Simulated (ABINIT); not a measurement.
Planning a run of ABINIT 10.8.3 on CdWO4 (P2/c). The input:

```
acell 3*1.0 Angstrom
rprim 
  5.040000000000 -0.000000000000 0.000000000000
  -0.000000000000 5.870100000000 -0.000000000000
  -0.130957318200 -0.000000000000 5.082413107100
ntypat 3
znucl 48 74 8
natom 12
typat 1 1 2 2 3 3 3 3 3 3 3 3
xred 
  0.500000000000 0.697290000000 0.250000000000
  0.500000000000 0.302710000000 0.750000000000
  0.000000000000 0.178550000000 0.250000000000
  0.000000000000 0.821450000000 0.750000000000
  0.201800000000 0.095500000000 0.950400000000
  0.798200000000 0.095500000000 0.549600000000
  0.798200000000 0.904500000000 0.049600000000
  0.201800000000 0.904500000000 0.450400000000
  0.242000000000 0.370300000000 0.383900000000
  0.758000000000 0.370300000000 0.116100000000
  0.758000000000 0.629700000000 0.616100000000
  0.242000000000 0.629700000000 0.883900000000
pp_dirpath "pseudos"
pseudos "Cd.upf, W.upf, O.upf"
ecut 47
ngkpt 2 2 2
nshiftk 1
shiftk 0 0 0
kptopt 1
chksymbreak 0
istwfk *1
occopt 1
irdwfk 1
optdriver 3
nband 139
ecuteps 3.3
inclvkb 2
awtr 1
symchi 1
indata_prefix "in"
outdata_prefix "out"
tmpdata_prefix "tmp"
```

```sh
OMP_NUM_THREADS=1 mpirun -n 4 abinit run.abi > log
```

**Question.** Estimate wall time and host memory on 4 MPI ranks of Arm Neoverse V1, shared host.

It took 6 min; on shared hardware allow 3 min to 12 min. Peak host memory was 5.0 GiB.

[Paths, hosts, dates, memory and timing lines, banners, echoed tables and standing remarks are left out of the program output.]

[Logs are printed without paths, hosts, clocks, repeated set-up lines and the standing remarks that a program may print on its own settings, such as how far it seeks lower states.]

[Runs of the session that timed out or met a known fault of the program may be left out.]

[Hosts, paths, dates, database ids (printed as entryN), source tags and the programs' standing remarks are cut or masked in the printed files.]

[G0W0 gaps are taken among the corrected bands and points alone; a level outside them can change the order at an edge.]

[Where Ansatz stands beside ABINIT at settings called matched, ABINIT's density can come from a denser mesh and the files from another edition; pairs whose starting gaps differed by over 0.03 eV were left out, so agreement reads better than it is.]
